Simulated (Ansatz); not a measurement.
# Vibrations of species on Si(100)-2x1 dimers

Aim: bond lengths and vibrational modes of species bound on Si(100)-2x1 dimers.

Program: Ansatz 0.2.0. Level of theory: DFT PBE, scalar-relativistic, plane waves, PAW; PAW set soft_1. Results are calculated unless marked as measured.

**1. The bulk crystal behind the slab**

The structure is cubic, space group Fd-3m (No. 227). Conventional cell: a = 5.450 Å, b = 5.450 Å, c = 5.450 Å, α = 90.00°, β = 90.00°, γ = 90.00°. Nearest to Si lie 4 Si at 2.36 Å.

Coordinates:

```cif
data_structure
_symmetry_space_group_name_H-M 'P 1'
_symmetry_Int_Tables_number 1
_cell_length_a 3.8537
_cell_length_b 3.8537
_cell_length_c 3.8537
_cell_angle_alpha 60.000
_cell_angle_beta 60.000
_cell_angle_gamma 60.000
_cell_volume 40.47
loop_
_atom_site_label
_atom_site_type_symbol
_atom_site_fract_x
_atom_site_fract_y
_atom_site_fract_z
_atom_site_occupancy
Si1 Si 0.00000 0.00000 0.00000 1
Si2 Si 0.25000 0.25000 0.25000 1
```

**2. Relaxation of the host**

The host crystal is relaxed at the same level, and its volume sets the scale of the cells that follow.

input.yaml reads:

```yaml
crystal:
  lattice:
    - [0.0, 2.725, 2.725]
    - [2.725, 0.0, 2.725]
    - [2.725, 2.725, 0.0]
  atoms:
    - { symbol: Si, position: [0.0, 0.0, 0.0] }
    - { symbol: Si, position: [0.25, 0.25, 0.25] }
kpoints:
  mp_grid: { grid: [10, 10, 10] }
hamiltonian:
  xc: pbe
  pseudopotentials: { kind: paw, azcp: { folder: soft_1 } }
scf:
  occupations: { method: gaussian, width: 0.02 }
output:
  forces: true
  stress: true
  eigenvalues: true
relax:
  adjacent_minimum: "off"
  f_tol: 0.002
  max_steps: 60
  cell: { stress_tol: 0.02 }
```

On the command line:

```console
$ ansatz run input.yaml --threads 8 --pin off --max-ram 20480MiB --backend cpu --events-out ev --progress --plain --runs-dir out
```

Numbers of over 12 decimals in the logs are rounded to 6 here.

The program printed:

```text
The last accepted step is kept in <dir> (removed where the run ends without a failure and the disk answers)
Engine: ansatz 0.2.0, aarch64-unknown-linux-gnu
Pseudopotentials: kind: paw
Pseudopotential: Si, paw, valence charge 4, recommended cutoff 420 eV (normal), soft_1/Si.paw.azcp
Functional definition: PBE
  parameter kappa = 0.804
  parameter beta = 0.066725
  exchange = pbe_x(kappa = kappa, mu = beta*pi^2/3)
[...]
--- Relaxed structure (3 steps of the walk, 3 accepted, 1 SCFs on fresh bases) ---
  F+E_penalty+E_count = -1271.62301785 eV   max|allowed force component| = 7.517e-17 eV/Å   (the final SCF, on the basis selected at the relaxed cell)
  cell:  # Å, volume = 40.9115 Å³
    - [0, 2.734880, 2.734880]
    - [2.734880, 0, 2.734880]
    - [2.734880, 2.734880, 0]
  atoms:
    - { symbol: Si, position: [0, 0, 0] }
    - { symbol: Si, position: [0.25, 0.25, 0.25] }
[key lines of the parts left out:]
SCF converged after 4 iterations
Free energy (F): -1271.623018 eV
Fermi energy:    6.304617 eV
P = ⅓ Tr σ = 0.0045 GPa (0.045 kbar)
```

The job ended after 1.6 s (8 threads of Arm Neoverse N1, shared host; peak memory 0.29 GiB; 8.7 s of CPU time).

The steps of the relaxation:

| step | energy less that of the first step (eV) | largest force component (eV/Å) | pressure (GPa) | volume (Å³) |
| --- | --- | --- | --- | --- |
| 1 | 0.0000 | 0.0000 | 0.99 | 40.47 |
| 2 | -0.0013 | 0.0000 | 0.24 | 40.81 |
| 3 | -0.0014 | 0.0000 | 0.00 | 40.91 |
| 4* | -0.0014 | 0.0000 | 0.00 | 40.91 |

Relaxation steps marked * repeat the geometry before them on a plane-wave basis chosen anew for their cell, so energy and pressure can jump there.

Forces are held to the 48 operations that the run works with; a distortion that breaks them can't arise in this run.

| conventional cell, symmetrised | before | after | change |
| --- | --- | --- | --- |
| a (Å) | 5.450 | 5.470 | +0.4 % |
| b (Å) | 5.450 | 5.470 | +0.4 % |
| c (Å) | 5.450 | 5.470 | +0.4 % |
| volume (Å³/atom) | 20.23 | 20.46 | +1.1 % |

The relaxed structure:

```
Si
1.0
     0.00000    2.73488    2.73488
     2.73488    0.00000    2.73488
     2.73488    2.73488    0.00000
Si
2
Direct
  0.00000 0.00000 0.00000
  0.25000 0.25000 0.25000
```

This step gave:

* pressure: 0.004525 GPa
* gap on the k-mesh: 0.6174 eV
* volume per atom: 20.46 Å³

The forces vanish by symmetry.

**3. Letting the atoms settle: H and Cl on one dimer**

The slab carries H and Cl on one dimer. Its plane takes the lattice constant of the bulk relaxed at this level. The lowest layers and the H atoms that close the back face are held, and the other atoms relax. The program lengthens the typed cell of 26.0 Å along the normal to 45.7 Å, as its cut-off of the electrostatics needs, and moves no atom.

System of this step: H and Cl on one dimer on Si(100)-2x1 dimers. The cell holds 20 atoms: 14 Si, 5 H and 1 Cl. Its edges and angles: a = 7.735 Å, b = 3.868 Å, c = 45.707 Å, α = 90.0°, β = 90.0°, γ = 90.0°. It derives from Si. Vacuum lies along c.

input.yaml reads:

```yaml
crystal:
  lattice:
    - [7.7354058354, 0.0, 0.0]
    - [0.0, 3.8677029177, 0.0]
    - [0.0, 0.0, 26.0076884288]
  atoms:
    - { symbol: Si, position: [0.0, 0.0, 0.322771] }
    - { symbol: Si, position: [0.5, 0.0, 0.322771] }
    - { symbol: Si, position: [0.25, 0.0, 0.375349] }
    - { symbol: Si, position: [0.75, 0.0, 0.375349] }
    - { symbol: Si, position: [0.25, 0.5, 0.427928] }
    - { symbol: Si, position: [0.75, 0.5, 0.427928] }
    - { symbol: Si, position: [0.0, 0.5, 0.480506] }
    - { symbol: Si, position: [0.5, 0.5, 0.480506] }
    - { symbol: Si, position: [0.0, 0.0, 0.533084] }
    - { symbol: Si, position: [0.5, 0.0, 0.533084] }
    - { symbol: Si, position: [0.25, 0.0, 0.585662] }
    - { symbol: Si, position: [0.75, 0.0, 0.585662] }
    - { symbol: Si, position: [0.346175, 0.5, 0.632452] }
    - { symbol: Si, position: [0.653825, 0.5, 0.632452] }
    - { symbol: H, position: [0.0, 0.317043, 0.289422] }
    - { symbol: H, position: [0.0, 0.682957, 0.289422] }
    - { symbol: H, position: [0.5, 0.317043, 0.289422] }
    - { symbol: H, position: [0.5, 0.682957, 0.289422] }
    - { symbol: H, position: [0.285213, 0.5, 0.685388] }
    - { symbol: Cl, position: [0.743796, 0.5, 0.710578] }
  periodic: [true, true, false]
kpoints:
  mp_grid: { grid: [4, 8, 1] }
hamiltonian:
  xc: pbe
  pseudopotentials: { kind: paw, azcp: { folder: soft_1 } }
scf:
  occupations: { method: gaussian, width: 0.03 }
output:
  forces: true
  eigenvalues: true
relax:
  adjacent_minimum: "off"
  f_tol: 0.003
  max_steps: 120
  constraints: [{ sites: [0, 1, 2, 3, 14, 15, 16, 17] }]
```

The program printed:

```text
Warning: crystal.periodic: the lattice vector that does not repeat stood 0.000° off the slab's normal, 26.008 Å along it as the deck builds it. The run solves the slab on a vector along the normal, 45.707 Å long, with every atom where it was (on the deck's vector they left 15.05 Å outside them, and the widest stretch free of ions among them is 1.38 Å). A fractional position that the run reports is one of the run's ce [...]
[...]
crystal.periodic: the lattice vector that does not repeat stood 0.000° off the slab's normal, 26.008 Å along it as the deck builds it. The run solves the slab on a vector along the normal, 45.707 Å long, with every atom where it was (on the deck's vector they left 15.05 Å outside them, and the widest stretch free of ions among them is 1.38 Å). A fractional position that the run reports is one of the run's cell, which [...]
[...]
Crystal: 20 atoms, lattice volume = 1367.461 Å³
Basis set: ecut = 420 eV, 26825 PW (Γ), exchange–correlation on 108×54×640 points (8 copies of the dense FFT grid, shifted against one another)
Bands: 54, of which v1, the nominal top of the filled ones, is band 34 counted from 1 (33 counted from 0)
Symmetry: 2 space group operations
[...]
k-points: 15 of 32 (time reversal used)
[...]
SCF iter   1: F=—  HF=-10062.921297 eV  |F-HF|=—  |Δ(HF+E_count)|=         —  Δρ=2.82e-2  dr2=1.00e1  ethr=3.10e-3  ⟨swp⟩=12.1  Hψ=6338  notcnv=0  defer=53
[...]
SCF iter  13: F=-10060.106495 eV  HF=-10060.106495 eV  |F-HF|=1.06e-8  |Δ(HF+E_count)|=   3.42e-9  Δρ=3.31e-7  dr2=1.67e-8  ethr=1.39e-10  ⟨swp⟩=5.3  Hψ=2930  notcnv=0
SCF 1 converged in 13 iterations: F = -10060.106495 eV  dr2 = 1.67e-8
[...]
relax step   1: F+E_penalty+E_count = -10060.10649470 eV  Δ(F+E_penalty+E_count) = +0.000e0 eV  max|allowed force component| = 9.229e-1 eV/Å  Δτ_max = 0.0000 Å  (13 SCF iters, dr2 threshold 2.25e-7 eV, accepted)
[...]
SCF iter   7: F=-10060.289226 eV  HF=-10060.289230 eV  |F-HF|=3.64e-6  |Δ(HF+E_count)|=   2.12e-6  Δρ=1.80e-5  dr2=7.54e-6  ethr=7.83e-8  ⟨swp⟩=23.1  Hψ=7012  notcnv=0
SCF 2 converged in 7 iterations: F = -10060.289226 eV  dr2 = 7.54e-6
relax step   2: F+E_penalty+E_count = -10060.28922620 eV  Δ(F+E_penalty+E_count) = -1.827e-1 eV  max|allowed force component| = 4.757e-1 eV/Å  Δτ_max = 0.1414 Å  (7 SCF iters, dr2 threshold 5.32e-5 eV, accepted)
SCF iter   1: F=—  HF=-10060.308725 eV  |F-HF|=—  |Δ(HF+E_count)|=         —  Δρ=1.34e-3  dr2=1.97e-2  ethr=2.48e-4  ⟨swp⟩=4.3  Hψ=1856  notcnv=0  defer=200
[...]
SCF iter   6: F=-10060.304641 eV  HF=-10060.304645 eV  |F-HF|=3.51e-6  |Δ(HF+E_count)|=   3.60e-6  Δρ=2.11e-5  dr2=9.04e-6  ethr=2.08e-8  ⟨swp⟩=19.8  Hψ=7037  notcnv=0
SCF 3 converged in 6 iterations: F = -10060.304641 eV  dr2 = 9.04e-6
relax step   3: F+E_penalty+E_count = -10060.30464129 eV  Δ(F+E_penalty+E_count) = -1.542e-2 eV  max|allowed force component| = 8.058e-2 eV/Å  Δτ_max = 0.0738 Å  (6 SCF iters, dr2 threshold 1.41e-5 eV, accepted)
[...]
relax step   4: F+E_penalty+E_count = -10060.30579784 eV  Δ(F+E_penalty+E_count) = -1.157e-3 eV  max|allowed force component| = 2.280e-2 eV/Å  Δτ_max = 0.0191 Å  (6 SCF iters, dr2 threshold 4.06e-7 eV, accepted)
[...]
relax step   5: F+E_penalty+E_count = -10060.30604684 eV  Δ(F+E_penalty+E_count) = -2.490e-4 eV  max|allowed force component| = 2.032e-2 eV/Å  Δτ_max = 0.0216 Å  (8 SCF iters, dr2 threshold 3.25e-8 eV, accepted)
[...]
relax step   6: F+E_penalty+E_count = -10060.30608687 eV  Δ(F+E_penalty+E_count) = -4.003e-5 eV  max|allowed force component| = 1.353e-3 eV/Å  Δτ_max = 0.0078 Å  (6 SCF iters, dr2 threshold 3.31e-8 eV, accepted)
[...]
SCF iter   4: F=-10060.306087 eV  HF=-10060.306087 eV  |F-HF|=4.26e-9  |Δ(HF+E_count)|=   2.05e-9  Δρ=2.87e-7  dr2=6.08e-9  ethr=1.32e-11  ⟨swp⟩=6.1  Hψ=2893  notcnv=0
SCF 7 converged in 4 iterations: F = -10060.306087 eV  dr2 = 6.08e-9
relax step   7: F+E_penalty+E_count = -10060.30608687 eV  Δ(F+E_penalty+E_count) = -3.420e-9 eV  max|allowed force component| = 1.351e-3 eV/Å  Δτ_max = 0.0000 Å  (4 SCF iters, accepted)
SCF converged after 4 iterations
Free energy (F): -10060.306087 eV
[...]
Internal energy: -10060.306087 eV  (E = F + TS)
E sigma→0 (E₀):  -10060.306087 eV
Fermi energy:    -4.716823 eV
[...]
--- Forces (eV/Å), atoms counted from 1 ---
  atom   1  Si     0.00282070     0.00000000     0.08695538
  atom   2  Si    -0.00246886     0.00000000     0.18502582
  atom   3  Si    -0.22536962     0.00000000    -0.16109220
  atom   4  Si     0.22350536     0.00000000    -0.15025455
  atom   5  Si     0.00054630     0.00000000    -0.00039649
  atom   6  Si     0.00020096     0.00000000     0.00043230
  atom   7  Si     0.00033905     0.00000000     0.00007603
  atom   8  Si    -0.00098367     0.00000000    -0.00057870
  atom   9  Si    -0.00037779     0.00000000    -0.00063444
  atom  10  Si     0.00111055     0.00000000    -0.00101843
  atom  11  Si     0.00081705     0.00000000     0.00022957
  atom  12  Si    -0.00098137     0.00000000    -0.00049438
  atom  13  Si    -0.00059936     0.00000000     0.00028621
  atom  14  Si     0.00135083     0.00000000     0.00075969
  atom  15  H     -0.00061467    -0.58646939    -0.00063249
  atom  16  H     -0.00061467     0.58646939    -0.00063249
  atom  17  H      0.00066309    -0.57800272     0.02064252
  atom  18  H      0.00066309     0.57800272     0.02064252
  atom  19  H      0.00036762     0.00000000     0.00059499
  atom  20  Cl    -0.00038154     0.00000000     0.00011640
  max |Σ_I F_I| component: 2.72e-5 eV/Å
--- Band table (eV; the first three rows and the last of 15) ---
  k-point 0: bands = [... 30 lower, -5.7565, -5.6766, -5.4972, -5.3700, -4.1427, -3.9035, -3.4713, -2.9759, ... 16 higher]
  k-point 1: bands = [... 30 lower, -6.2726, -6.0096, -5.5991, -5.4859, -3.7339, -3.1600, -2.9111, -2.5083, ... 16 higher]
  k-point 2: bands = [... 30 lower, -6.3293, -6.2464, -5.9432, -5.5196, -3.3535, -2.9822, -2.9316, -2.8184, ... 16 higher]
  k-point 14: bands = [... 30 lower, -6.9811, -6.9230, -6.7888, -6.6684, -3.3312, -3.2690, -3.2236, -2.9440, ... 16 higher]
  ° read free of the cell's end (the report's vacuum.weakly_bound_levels)
--- Relaxed structure (7 steps of the walk, 7 accepted, 0 SCFs on fresh bases) ---
  F+E_penalty+E_count = -10060.30608687 eV   max|allowed force component| = 1.351e-3 eV/Å
  cell:  # Å, volume = 1367.4612 Å³
    - [7.7354058354, 0.0, 0.0]
    - [0.0, 3.8677029177, 0.0]
    - [0.0, 0.0, 45.706588]
  atoms:
    - { symbol: Si, position: [0.0, 0.0, 0.183661] }
    - { symbol: Si, position: [0.5, 0.0, 0.183661] }
    - { symbol: Si, position: [0.25, 0.0, 0.213579] }
    - { symbol: Si, position: [0.75, 0.0, 0.213579] }
    - { symbol: Si, position: [0.245963, 0.5, 0.243390] }
    - { symbol: Si, position: [0.754148, 0.5, 0.243413] }
    - { symbol: Si, position: [7.064001103728745e-5, 0.5, 0.275039] }
    - { symbol: Si, position: [0.500001, 0.5, 0.271468] }
    - { symbol: Si, position: [0.000208862, 0.0, 0.305816] }
    - { symbol: Si, position: [0.498514, 0.0, 0.300472] }
    - { symbol: Si, position: [0.263152, 0.0, 0.333351] }
    - { symbol: Si, position: [0.736145, 0.0, 0.332979] }
    - { symbol: Si, position: [0.341652, 0.5, 0.360048] }
    - { symbol: Si, position: [0.654552, 0.5, 0.359558] }
    - { symbol: H, position: [0.0, 0.317043, 0.164685] }
    - { symbol: H, position: [0.0, 0.682957, 0.164685] }
    - { symbol: H, position: [0.5, 0.317043, 0.164685] }
    - { symbol: H, position: [0.5, 0.682957, 0.164685] }
    - { symbol: H, position: [0.276563, 0.5, 0.390950] }
    - { symbol: Cl, position: [0.753348, 0.5, 0.402066] }
```

Elapsed: 3.6 min, on 8 threads; peak memory 3.4 GiB.

Relaxation path:

| step | energy less that of the first step (eV) | largest force component (eV/Å) |
| --- | --- | --- |
| 1 | 0.0000 | 0.9229 |
| 2 | -0.1827 | 0.4757 |
| 3 | -0.1981 | 0.0806 |
| 4 | -0.1993 | 0.0228 |
| 5 | -0.1996 | 0.0203 |
| 6 | -0.1996 | 0.0014 |
| 7 | -0.1996 | 0.0014 |

The run keeps the 2 symmetry operations that it works with, so distortions that break them were not tested.

The atoms that moved most (Å):

| atom | dx | dy | dz | length |
| --- | --- | --- | --- | --- |
| Si10 | -0.011 | 0.000 | -0.131 | 0.131 |
| Cl20 | 0.074 | 0.000 | -0.103 | 0.127 |
| Si9 | 0.002 | 0.000 | 0.114 | 0.114 |
| Si12 | -0.107 | 0.000 | -0.012 | 0.108 |
| Si11 | 0.102 | 0.000 | 0.005 | 0.102 |
| Si8 | 0.000 | 0.000 | -0.089 | 0.089 |
| H19 | -0.067 | 0.000 | 0.044 | 0.080 |
| Si7 | 0.001 | 0.000 | 0.074 | 0.074 |

Final coordinates:

```cif
data_structure
_symmetry_space_group_name_H-M 'P 1'
_symmetry_Int_Tables_number 1
_cell_length_a 7.7354
_cell_length_b 3.8677
_cell_length_c 45.7066
_cell_angle_alpha 90.000
_cell_angle_beta 90.000
_cell_angle_gamma 90.000
_cell_volume 1367.46
loop_
_atom_site_label
_atom_site_type_symbol
_atom_site_fract_x
_atom_site_fract_y
_atom_site_fract_z
_atom_site_occupancy
Si1 Si 0.00000 0.00000 0.18366 1
Si2 Si 0.50000 0.00000 0.18366 1
Si3 Si 0.25000 0.00000 0.21358 1
Si4 Si 0.75000 0.00000 0.21358 1
Si5 Si 0.24596 0.50000 0.24339 1
Si6 Si 0.75415 0.50000 0.24341 1
Si7 Si 0.00007 0.50000 0.27504 1
Si8 Si 0.50000 0.50000 0.27147 1
Si9 Si 0.00021 0.00000 0.30582 1
Si10 Si 0.49851 0.00000 0.30047 1
Si11 Si 0.26315 0.00000 0.33335 1
Si12 Si 0.73615 0.00000 0.33298 1
Si13 Si 0.34165 0.50000 0.36005 1
Si14 Si 0.65455 0.50000 0.35956 1
H15 H 0.00000 0.31704 0.16469 1
H16 H 0.00000 0.68296 0.16469 1
H17 H 0.50000 0.31704 0.16469 1
H18 H 0.50000 0.68296 0.16469 1
H19 H 0.27656 0.50000 0.39095 1
Cl20 Cl 0.75335 0.50000 0.40207 1
```

Numbers from this step:

* gap on the k-mesh: 1.148 eV

The largest force component left on a free atom is 1.4 meV/Å.

(Part 1 of 3 ends here.)

[Logs are printed without paths, hosts, clocks, repeated set-up lines and the standing remarks that a program may print on its own settings, such as how far it seeks lower states.]

[Hosts, paths, dates, database ids (printed as entryN), source tags and the programs' standing remarks are cut or masked in the printed files.]
